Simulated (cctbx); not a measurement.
# Diagnosing a refinement

Cell a = 9.5900 Å, b = 9.5900 Å, c = 9.5900 Å, α = 90.00°, β = 90.00°, γ = 90.00°; space group F-43m (no. 216).

The data are simulated with cctbx, not measured: synchrotron X-rays, λ = 0.7749 Å, to d = 0.84 Å, 70 % of the full sphere, strongest reflection 5000 counts, noise from counting, a 3 % proportional error and a noise floor of 8 counts (s.d.); no absorption.

An isotropic refinement with weights 1/σ² prints:

```text
Rint 0.048, 101 unique reflections to 0.85 A
cycle     R1     wR2    GooF  max shift (A)
   1  0.4657  0.7116  25.345   0.72049
   4  0.0163  0.0268   0.956   0.00007
final R1 0.0163 wR2 0.0268 GooF 0.956  parameters 6  data/parameter 16.8
atom        x        y        z      Ueq    occ   su(xyz)  su(Uiso or U11)
La1    0.25000  0.25000  0.25000   0.0130  1.000  0.00000  0.0015
Ba1    0.25000  0.25000  0.75000   0.0183  1.000  0.00000  0.0017
Nb1    0.50000  0.00000  0.00000   0.0181  1.000  0.00000  0.0012
Cr1    0.00000  0.00000  0.00000   0.0143  1.000  0.00000  0.0020
S1     0.75315  0.00000  0.00000   0.0169  1.000  0.00039  0.0003
difference map: max 0.79 min -0.79 rms 0.18
Q1    0.0000  0.0000  0.4070   24    0.82  0.89 A from Nb1
Q2    0.1710  0.1710  0.1710   16    0.69  1.31 A from La1
Q3    0.1302  0.1302  0.8698   16    0.63  1.99 A from Ba1
Q4    0.2119  0.2119  0.7119   16    0.61  0.63 A from Ba1
Q5    0.1559  0.2500  0.2500   24    0.56  0.90 A from La1
Q6    0.0711  0.0711  0.3503   48    0.49  1.38 A from S1
```

**Question.** Can this result stand? If not, what is the likely fault?

It can stand. The set-up had a fault (start far from the minimum), but the refinement still reached the right minimum: R1 = 0.0163, wR2 = 0.0268, GooF = 0.96 against R1 = 0.0163, wR2 = 0.0268, GooF = 0.96 for the right model.

The compound is BaLaNbCrS6. The right model at the same level gives:

```text
Rint 0.048, 101 unique reflections to 0.85 A
cycle     R1     wR2    GooF  max shift (A)
   1  0.0427  0.0688   2.449   0.01306
   2  0.0163  0.0268   0.956   0.00008
final R1 0.0163 wR2 0.0268 GooF 0.956  parameters 6  data/parameter 16.8
atom        x        y        z      Ueq    occ   su(xyz)  su(Uiso or U11)
La1    0.25000  0.25000  0.25000   0.0130  1.000  0.00000  0.0015
Ba1    0.25000  0.25000  0.75000   0.0183  1.000  0.00000  0.0017
Nb1    0.50000  0.00000  0.00000   0.0181  1.000  0.00000  0.0012
Cr1    0.00000  0.00000  0.00000   0.0143  1.000  0.00000  0.0020
S1     0.75315  0.00000  0.00000   0.0169  1.000  0.00039  0.0003
difference map: max 0.79 min -0.79 rms 0.18
Q1    0.0000  0.0000  0.4070   24    0.82  0.89 A from Nb1
Q2    0.1710  0.1710  0.1710   16    0.69  1.31 A from La1
Q3    0.1302  0.1302  0.8698   16    0.63  1.99 A from Ba1
Q4    0.2119  0.2119  0.7119   16    0.61  0.63 A from Ba1
Q5    0.1559  0.2500  0.2500   24    0.56  0.90 A from La1
Q6    0.0711  0.0711  0.3503   48    0.49  1.38 A from S1
```

Isotropic U is held between 0.0001 and 1 Å² by the program, and listed peak heights are interpolated, so they can pass the grid's maximum.

The model is made up (kin elements in a known structure type, no relaxation), so it says nothing on whether the phase exists.

[Middle refinement cycles are left out of these outputs.]

[Logs are printed without paths, hosts, clocks, repeated set-up lines and the standing remarks that a program may print on its own settings, such as how far it seeks lower states.]
